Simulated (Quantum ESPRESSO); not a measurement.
# How the Hubbard U moves the magnetism of MnF2

How much do the magnetic results of MnF2 hang on the Hubbard U?

Program: Quantum ESPRESSO 7.5. Level of theory: LDA; plane waves with GBRV 1.5 LDA potentials, no spin-orbit coupling (settings of the first rung). Values are calculated unless marked as measured.

The raw output is cut from this account; settings, times and results stay.

### Step 1. The structure

The structure is tetragonal, space group P4_2/mnm (No. 136). Conventional cell: a = 4.874 Å, b = 4.874 Å, c = 3.311 Å, α = 90.00°, β = 90.00°, γ = 90.00°. Nearest to Mn lie 6 F at 2.10 to 2.13 Å. Nearest to F lie 3 Mn at 2.10 to 2.13 Å. Farther neighbours, and contacts between anions beyond the nearest, are not listed.

### Step 2. Rung 1, start ferro ++

File pw.in:

```
&CONTROL
  calculation = 'scf'
  prefix = 'pwscf'
  outdir = './tmp'
  pseudo_dir = './pseudo'
  disk_io = 'nowf'
/
&SYSTEM
  ibrav = 0
  nat = 6
  ntyp = 2
  ecutwfc = 40
  ecutrho = 280
  nbnd = 44
  occupations = 'smearing'
  smearing = 'fd'
  degauss = 0.00999582
  nspin = 2
  starting_magnetization(1) = 0.3
  starting_magnetization(2) = 0
/
&ELECTRONS
  conv_thr = 1.2d-08
  electron_maxstep = 150
  mixing_beta = 0.3
/
ATOMIC_SPECIES
Mn     54.9380 mn_lda_v1.5.uspp.F.UPF
F      18.9984 f_lda_v1.4.uspp.F.UPF
CELL_PARAMETERS angstrom
   4.8738000000    0.0000000000    0.0000000000
   0.0000000000    4.8738000000    0.0000000000
   0.0000000000    0.0000000000    3.3107000000
ATOMIC_POSITIONS crystal
Mn      0.0000000000    0.0000000000    0.0000000000
Mn      0.5000000000    0.5000000000    0.5000000000
F       0.3053000000    0.3053000000    0.0000000000
F       0.1947000000    0.8053000000    0.5000000000
F       0.6947000000    0.6947000000    0.0000000000
F       0.8053000000    0.1947000000    0.5000000000
K_POINTS automatic
6 6 6 0 0 0
```

On the command line:

```console
> OMP_NUM_THREADS=1 mpirun -n 2 pw.x -nk 2 -in pw.in > pw.out
```

The job ended after 77 s (2 MPI ranks of Arm Neoverse V1, shared host; peak memory 0.3 GiB).

Spin moment in the atom's sphere by atom:

```tsv
atom	spin moment in the atom's sphere (μB)
Mn1	4.16
Mn2	4.16
F3	0.11
F4	0.11
F5	0.11
F6	0.11
```

This step gave:

- magnetization: 9.998 μB
- final state: ferromagnetic

### Step 3. Rung 1, start antiferro +-

Changes to pw.in since step 2:

```diff
@@ -10,6 +10,6 @@
   nat = 6
-  ntyp = 2
+  ntyp = 3
   ecutwfc = 40
   ecutrho = 280
-  nbnd = 44
+  nbnd = 39
   occupations = 'smearing'
@@ -19,3 +19,4 @@
   starting_magnetization(1) = 0.3
-  starting_magnetization(2) = 0
+  starting_magnetization(2) = -0.3
+  starting_magnetization(3) = 0
 /
@@ -27,3 +28,4 @@
 ATOMIC_SPECIES
-Mn     54.9380 mn_lda_v1.5.uspp.F.UPF
+Mn1    54.9380 mn_lda_v1.5.uspp.F.UPF
+Mn2    54.9380 mn_lda_v1.5.uspp.F.UPF
 F      18.9984 f_lda_v1.4.uspp.F.UPF
@@ -34,4 +36,4 @@
 ATOMIC_POSITIONS crystal
-Mn      0.0000000000    0.0000000000    0.0000000000
-Mn      0.5000000000    0.5000000000    0.5000000000
+Mn1     0.0000000000    0.0000000000    0.0000000000
+Mn2     0.5000000000    0.5000000000    0.5000000000
 F       0.3053000000    0.3053000000    0.0000000000
```

Wall time 69 s (2 MPI ranks); peak memory 0.43 GiB; 2.3 min of CPU time.

Spin moment in the atom's sphere by atom:

```tsv
atom	spin moment in the atom's sphere (μB)
Mn1	4.11
Mn2	-4.11
F3	-0.03
F4	0.03
F5	-0.03
F6	0.03
```

This step gave:

```yaml
magnetization: 0 μB
final_state: antiferromagnetic
```

### Step 4. Rung 2, start ferro ++

Changes to pw.in since step 3:

```diff
@@ -10,6 +10,6 @@
   nat = 6
-  ntyp = 3
+  ntyp = 2
   ecutwfc = 40
   ecutrho = 280
-  nbnd = 39
+  nbnd = 44
   occupations = 'smearing'
@@ -19,4 +19,3 @@
   starting_magnetization(1) = 0.3
-  starting_magnetization(2) = -0.3
-  starting_magnetization(3) = 0
+  starting_magnetization(2) = 0
 /
@@ -28,4 +27,3 @@
 ATOMIC_SPECIES
-Mn1    54.9380 mn_lda_v1.5.uspp.F.UPF
-Mn2    54.9380 mn_lda_v1.5.uspp.F.UPF
+Mn     54.9380 mn_lda_v1.5.uspp.F.UPF
 F      18.9984 f_lda_v1.4.uspp.F.UPF
@@ -36,4 +34,4 @@
 ATOMIC_POSITIONS crystal
-Mn1     0.0000000000    0.0000000000    0.0000000000
-Mn2     0.5000000000    0.5000000000    0.5000000000
+Mn      0.0000000000    0.0000000000    0.0000000000
+Mn      0.5000000000    0.5000000000    0.5000000000
 F       0.3053000000    0.3053000000    0.0000000000
@@ -44 +42,3 @@
 6 6 6 0 0 0
+HUBBARD {ortho-atomic}
+U Mn-3d 1.5000
```

Elapsed: 85 s, on 2 MPI ranks; peak memory 0.37 GiB; 2.8 min of CPU time.

This step gave:

```
magnetization  : 10 μB
final state    : ferromagnetic
largest moment : 4.189 μB
```

### Step 5. Rung 2, start antiferro +-

Changes to pw.in since step 4:

```diff
@@ -10,6 +10,6 @@
   nat = 6
-  ntyp = 2
+  ntyp = 3
   ecutwfc = 40
   ecutrho = 280
-  nbnd = 44
+  nbnd = 39
   occupations = 'smearing'
@@ -19,3 +19,4 @@
   starting_magnetization(1) = 0.3
-  starting_magnetization(2) = 0
+  starting_magnetization(2) = -0.3
+  starting_magnetization(3) = 0
 /
@@ -27,3 +28,4 @@
 ATOMIC_SPECIES
-Mn     54.9380 mn_lda_v1.5.uspp.F.UPF
+Mn1    54.9380 mn_lda_v1.5.uspp.F.UPF
+Mn2    54.9380 mn_lda_v1.5.uspp.F.UPF
 F      18.9984 f_lda_v1.4.uspp.F.UPF
@@ -34,4 +36,4 @@
 ATOMIC_POSITIONS crystal
-Mn      0.0000000000    0.0000000000    0.0000000000
-Mn      0.5000000000    0.5000000000    0.5000000000
+Mn1     0.0000000000    0.0000000000    0.0000000000
+Mn2     0.5000000000    0.5000000000    0.5000000000
 F       0.3053000000    0.3053000000    0.0000000000
@@ -43,2 +45,3 @@
 HUBBARD {ortho-atomic}
-U Mn-3d 1.5000
+U Mn1-3d 1.5000
+U Mn2-3d 1.5000
```

The job ended after 85 s (2 MPI ranks; peak memory 0.46 GiB; 2.8 min of CPU time).

This step gave:

| Item | Value |
| --- | --- |
| magnetization | 0 μB |
| final state | antiferromagnetic |
| largest moment | 4.162 μB |

### Step 6. Rung 3, start ferro ++

File pw.in:

```
&CONTROL
  calculation = 'scf'
  prefix = 'pwscf'
  outdir = './tmp'
  pseudo_dir = './pseudo'
  disk_io = 'nowf'
/
&SYSTEM
  ibrav = 0
  nat = 6
  ntyp = 2
  ecutwfc = 40
  ecutrho = 280
  nbnd = 44
  occupations = 'smearing'
  smearing = 'fd'
  degauss = 0.00999582
  nspin = 2
  starting_magnetization(1) = 0.3
  starting_magnetization(2) = 0
/
&ELECTRONS
  conv_thr = 1.2d-08
  electron_maxstep = 150
  mixing_beta = 0.3
/
ATOMIC_SPECIES
Mn     54.9380 mn_lda_v1.5.uspp.F.UPF
F      18.9984 f_lda_v1.4.uspp.F.UPF
CELL_PARAMETERS angstrom
   4.8738000000    0.0000000000    0.0000000000
   0.0000000000    4.8738000000    0.0000000000
   0.0000000000    0.0000000000    3.3107000000
ATOMIC_POSITIONS crystal
Mn      0.0000000000    0.0000000000    0.0000000000
Mn      0.5000000000    0.5000000000    0.5000000000
F       0.3053000000    0.3053000000    0.0000000000
F       0.1947000000    0.8053000000    0.5000000000
F       0.6947000000    0.6947000000    0.0000000000
F       0.8053000000    0.1947000000    0.5000000000
K_POINTS automatic
6 6 6 0 0 0
HUBBARD {ortho-atomic}
U Mn-3d 3.0000
```

The job ended after 86 s (2 MPI ranks; peak memory 0.34 GiB; 2.8 min of CPU time).

Read from the output:

* magnetization: 10 μB
* final state: ferromagnetic
* largest moment: 4.211 μB

### Step 7. Rung 3, start antiferro +-

Changes to pw.in since step 6:

```diff
@@ -10,6 +10,6 @@
   nat = 6
-  ntyp = 2
+  ntyp = 3
   ecutwfc = 40
   ecutrho = 280
-  nbnd = 44
+  nbnd = 39
   occupations = 'smearing'
@@ -19,3 +19,4 @@
   starting_magnetization(1) = 0.3
-  starting_magnetization(2) = 0
+  starting_magnetization(2) = -0.3
+  starting_magnetization(3) = 0
 /
@@ -27,3 +28,4 @@
 ATOMIC_SPECIES
-Mn     54.9380 mn_lda_v1.5.uspp.F.UPF
+Mn1    54.9380 mn_lda_v1.5.uspp.F.UPF
+Mn2    54.9380 mn_lda_v1.5.uspp.F.UPF
 F      18.9984 f_lda_v1.4.uspp.F.UPF
@@ -34,4 +36,4 @@
 ATOMIC_POSITIONS crystal
-Mn      0.0000000000    0.0000000000    0.0000000000
-Mn      0.5000000000    0.5000000000    0.5000000000
+Mn1     0.0000000000    0.0000000000    0.0000000000
+Mn2     0.5000000000    0.5000000000    0.5000000000
 F       0.3053000000    0.3053000000    0.0000000000
@@ -43,2 +45,3 @@
 HUBBARD {ortho-atomic}
-U Mn-3d 3.0000
+U Mn1-3d 3.0000
+U Mn2-3d 3.0000
```

It took 86 s on 2 MPI ranks; peak memory 0.47 GiB.

Read from the output:

| Quantity | Value |
| --- | --- |
| magnetization | 0 μB |
| final state | antiferromagnetic |
| largest moment | 4.193 μB |

### Step 8. Rung 4, start ferro ++

File pw.in:

```
&CONTROL
  calculation = 'scf'
  prefix = 'pwscf'
  outdir = './tmp'
  pseudo_dir = './pseudo'
  disk_io = 'nowf'
/
&SYSTEM
  ibrav = 0
  nat = 6
  ntyp = 2
  ecutwfc = 40
  ecutrho = 280
  nbnd = 44
  occupations = 'smearing'
  smearing = 'fd'
  degauss = 0.00999582
  nspin = 2
  starting_magnetization(1) = 0.3
  starting_magnetization(2) = 0
/
&ELECTRONS
  conv_thr = 1.2d-08
  electron_maxstep = 150
  mixing_beta = 0.3
/
ATOMIC_SPECIES
Mn     54.9380 mn_lda_v1.5.uspp.F.UPF
F      18.9984 f_lda_v1.4.uspp.F.UPF
CELL_PARAMETERS angstrom
   4.8738000000    0.0000000000    0.0000000000
   0.0000000000    4.8738000000    0.0000000000
   0.0000000000    0.0000000000    3.3107000000
ATOMIC_POSITIONS crystal
Mn      0.0000000000    0.0000000000    0.0000000000
Mn      0.5000000000    0.5000000000    0.5000000000
F       0.3053000000    0.3053000000    0.0000000000
F       0.1947000000    0.8053000000    0.5000000000
F       0.6947000000    0.6947000000    0.0000000000
F       0.8053000000    0.1947000000    0.5000000000
K_POINTS automatic
6 6 6 0 0 0
HUBBARD {ortho-atomic}
U Mn-3d 4.5000
```

Elapsed: 87 s, on 2 MPI ranks; peak memory 0.39 GiB.

Read from the output:

```
magnetization  : 10 μB
final state    : ferromagnetic
largest moment : 4.230 μB
```

### Step 9. Rung 4, start antiferro +-

Changes to pw.in since step 8:

```diff
@@ -10,6 +10,6 @@
   nat = 6
-  ntyp = 2
+  ntyp = 3
   ecutwfc = 40
   ecutrho = 280
-  nbnd = 44
+  nbnd = 39
   occupations = 'smearing'
@@ -19,3 +19,4 @@
   starting_magnetization(1) = 0.3
-  starting_magnetization(2) = 0
+  starting_magnetization(2) = -0.3
+  starting_magnetization(3) = 0
 /
@@ -27,3 +28,4 @@
 ATOMIC_SPECIES
-Mn     54.9380 mn_lda_v1.5.uspp.F.UPF
+Mn1    54.9380 mn_lda_v1.5.uspp.F.UPF
+Mn2    54.9380 mn_lda_v1.5.uspp.F.UPF
 F      18.9984 f_lda_v1.4.uspp.F.UPF
@@ -34,4 +36,4 @@
 ATOMIC_POSITIONS crystal
-Mn      0.0000000000    0.0000000000    0.0000000000
-Mn      0.5000000000    0.5000000000    0.5000000000
+Mn1     0.0000000000    0.0000000000    0.0000000000
+Mn2     0.5000000000    0.5000000000    0.5000000000
 F       0.3053000000    0.3053000000    0.0000000000
@@ -43,2 +45,3 @@
 HUBBARD {ortho-atomic}
-U Mn-3d 4.5000
+U Mn1-3d 4.5000
+U Mn2-3d 4.5000
```

Wall time 79 s (2 MPI ranks); peak memory 0.48 GiB; 2.6 min of CPU time.

Read from the output:

- magnetization: 0 μB
- final state: antiferromagnetic
- largest moment: 4.217 μB

### Step 10. Rung 5, start ferro ++

File pw.in:

```
&CONTROL
  calculation = 'scf'
  prefix = 'pwscf'
  outdir = './tmp'
  pseudo_dir = './pseudo'
  disk_io = 'nowf'
/
&SYSTEM
  ibrav = 0
  nat = 6
  ntyp = 2
  ecutwfc = 40
  ecutrho = 280
  nbnd = 44
  occupations = 'smearing'
  smearing = 'fd'
  degauss = 0.00999582
  nspin = 2
  starting_magnetization(1) = 0.3
  starting_magnetization(2) = 0
/
&ELECTRONS
  conv_thr = 1.2d-08
  electron_maxstep = 150
  mixing_beta = 0.3
/
ATOMIC_SPECIES
Mn     54.9380 mn_lda_v1.5.uspp.F.UPF
F      18.9984 f_lda_v1.4.uspp.F.UPF
CELL_PARAMETERS angstrom
   4.8738000000    0.0000000000    0.0000000000
   0.0000000000    4.8738000000    0.0000000000
   0.0000000000    0.0000000000    3.3107000000
ATOMIC_POSITIONS crystal
Mn      0.0000000000    0.0000000000    0.0000000000
Mn      0.5000000000    0.5000000000    0.5000000000
F       0.3053000000    0.3053000000    0.0000000000
F       0.1947000000    0.8053000000    0.5000000000
F       0.6947000000    0.6947000000    0.0000000000
F       0.8053000000    0.1947000000    0.5000000000
K_POINTS automatic
6 6 6 0 0 0
HUBBARD {ortho-atomic}
U Mn-3d 6.0000
```

The job ended after 78 s (2 MPI ranks; peak memory 0.44 GiB; 2.6 min of CPU time).

Numbers from this step:

- magnetization: 10 μB
- final state: ferromagnetic
- largest moment: 4.245 μB

### Step 11. Rung 5, start antiferro +-

Changes to pw.in since step 10:

```diff
@@ -10,6 +10,6 @@
   nat = 6
-  ntyp = 2
+  ntyp = 3
   ecutwfc = 40
   ecutrho = 280
-  nbnd = 44
+  nbnd = 39
   occupations = 'smearing'
@@ -19,3 +19,4 @@
   starting_magnetization(1) = 0.3
-  starting_magnetization(2) = 0
+  starting_magnetization(2) = -0.3
+  starting_magnetization(3) = 0
 /
@@ -27,3 +28,4 @@
 ATOMIC_SPECIES
-Mn     54.9380 mn_lda_v1.5.uspp.F.UPF
+Mn1    54.9380 mn_lda_v1.5.uspp.F.UPF
+Mn2    54.9380 mn_lda_v1.5.uspp.F.UPF
 F      18.9984 f_lda_v1.4.uspp.F.UPF
@@ -34,4 +36,4 @@
 ATOMIC_POSITIONS crystal
-Mn      0.0000000000    0.0000000000    0.0000000000
-Mn      0.5000000000    0.5000000000    0.5000000000
+Mn1     0.0000000000    0.0000000000    0.0000000000
+Mn2     0.5000000000    0.5000000000    0.5000000000
 F       0.3053000000    0.3053000000    0.0000000000
@@ -43,2 +45,3 @@
 HUBBARD {ortho-atomic}
-U Mn-3d 6.0000
+U Mn1-3d 6.0000
+U Mn2-3d 6.0000
```

Elapsed: 72 s, on 2 MPI ranks; peak memory 0.47 GiB; 2.4 min of CPU time.

This step gave:

```
magnetization  : 0 μB
final state    : antiferromagnetic
largest moment : 4.236 μB
```

### Step 12. Rung 6, start ferro ++

File pw.in:

```
&CONTROL
  calculation = 'scf'
  prefix = 'pwscf'
  outdir = './tmp'
  pseudo_dir = './pseudo'
  disk_io = 'nowf'
/
&SYSTEM
  ibrav = 0
  nat = 6
  ntyp = 2
  ecutwfc = 40
  ecutrho = 280
  nbnd = 44
  occupations = 'smearing'
  smearing = 'fd'
  degauss = 0.00999582
  nspin = 2
  starting_magnetization(1) = 0.3
  starting_magnetization(2) = 0
/
&ELECTRONS
  conv_thr = 1.2d-08
  electron_maxstep = 150
  mixing_beta = 0.3
/
ATOMIC_SPECIES
Mn     54.9380 mn_lda_v1.5.uspp.F.UPF
F      18.9984 f_lda_v1.4.uspp.F.UPF
CELL_PARAMETERS angstrom
   4.8738000000    0.0000000000    0.0000000000
   0.0000000000    4.8738000000    0.0000000000
   0.0000000000    0.0000000000    3.3107000000
ATOMIC_POSITIONS crystal
Mn      0.0000000000    0.0000000000    0.0000000000
Mn      0.5000000000    0.5000000000    0.5000000000
F       0.3053000000    0.3053000000    0.0000000000
F       0.1947000000    0.8053000000    0.5000000000
F       0.6947000000    0.6947000000    0.0000000000
F       0.8053000000    0.1947000000    0.5000000000
K_POINTS automatic
6 6 6 0 0 0
HUBBARD {ortho-atomic}
U Mn-3d 7.5000
```

Run time: 78 s. Hardware: 2 MPI ranks; peak memory 0.34 GiB.

Read from the output:

| Quantity | Value |
| --- | --- |
| magnetization | 10 μB |
| final state | ferromagnetic |
| largest moment | 4.259 μB |

### Step 13. Rung 6, start antiferro +-

Changes to pw.in since step 12:

```diff
@@ -10,6 +10,6 @@
   nat = 6
-  ntyp = 2
+  ntyp = 3
   ecutwfc = 40
   ecutrho = 280
-  nbnd = 44
+  nbnd = 39
   occupations = 'smearing'
@@ -19,3 +19,4 @@
   starting_magnetization(1) = 0.3
-  starting_magnetization(2) = 0
+  starting_magnetization(2) = -0.3
+  starting_magnetization(3) = 0
 /
@@ -27,3 +28,4 @@
 ATOMIC_SPECIES
-Mn     54.9380 mn_lda_v1.5.uspp.F.UPF
+Mn1    54.9380 mn_lda_v1.5.uspp.F.UPF
+Mn2    54.9380 mn_lda_v1.5.uspp.F.UPF
 F      18.9984 f_lda_v1.4.uspp.F.UPF
@@ -34,4 +36,4 @@
 ATOMIC_POSITIONS crystal
-Mn      0.0000000000    0.0000000000    0.0000000000
-Mn      0.5000000000    0.5000000000    0.5000000000
+Mn1     0.0000000000    0.0000000000    0.0000000000
+Mn2     0.5000000000    0.5000000000    0.5000000000
 F       0.3053000000    0.3053000000    0.0000000000
@@ -43,2 +45,3 @@
 HUBBARD {ortho-atomic}
-U Mn-3d 7.5000
+U Mn1-3d 7.5000
+U Mn2-3d 7.5000
```

It took 73 s on 2 MPI ranks; peak memory 0.37 GiB.

Numbers from this step:

```
magnetization  : 0 μB
final state    : antiferromagnetic
largest moment : 4.252 μB
```

### Step 14. The rungs together

Ladder, by row:

```tsv
rung	U	state from the first start	state from the second start	second less first (meV a seeded atom)	moment, first (μB)	moment, second (μB)	CPU time (s)
1	none	ferromagnetic	antiferromagnetic	-67.77	4.162	4.113	291.1
2	Mn d U 1.5 Dudarev ortho-atomic	ferromagnetic	antiferromagnetic	-42.54	4.189	4.162	340.4
3	Mn d U 3.0 Dudarev ortho-atomic	ferromagnetic	antiferromagnetic	-28.25	4.211	4.193	342.6
4	Mn d U 4.5 Dudarev ortho-atomic	ferromagnetic	antiferromagnetic	-19.19	4.23	4.217	330.5
5	Mn d U 6.0 Dudarev ortho-atomic	ferromagnetic	antiferromagnetic	-13.04	4.245	4.236	299
6	Mn d U 7.5 Dudarev ortho-atomic	ferromagnetic	antiferromagnetic	-8.691	4.259	4.252	301.5
```

### Step 15. Summary of results

- range of the largest moment, first start: 4.16 to 4.26 μB; second start 4.11 to 4.25 μB
- range of CPU time: 4.9 min to 5.7 min
- range of the energy difference: -67.8 to -8.69 meV a seeded atom

In words: In the first start the moment grows with U. The size of the difference goes from 67.8 to 8.69 meV as U grows. Energies are free energies at an electronic temperature of 1580 K, which lowers moments and differences where the moments are itinerant.

[Long decimals in the printed logs are rounded to 6 places.]

[Logs and program files are shortened in this print: banners, set-up blocks, solver, clock and traceback lines can be left out without a mark of their own.]

[Logs are printed without paths, hosts, clocks, repeated set-up lines and the standing remarks that a program may print on its own settings, such as how far it seeks lower states.]

[Hosts, paths, dates, database ids (printed as entryN), source tags and the programs' standing remarks are cut or masked in the printed files.]

[Where the starting crystal was built by hand or by swapping elements, it need not be the compound's stable phase.]

[Where a cell is said to come from a database of computed structures, the database is the Materials Project.]

[Lattice constants that a cell's source calls measured were typed from memory.]
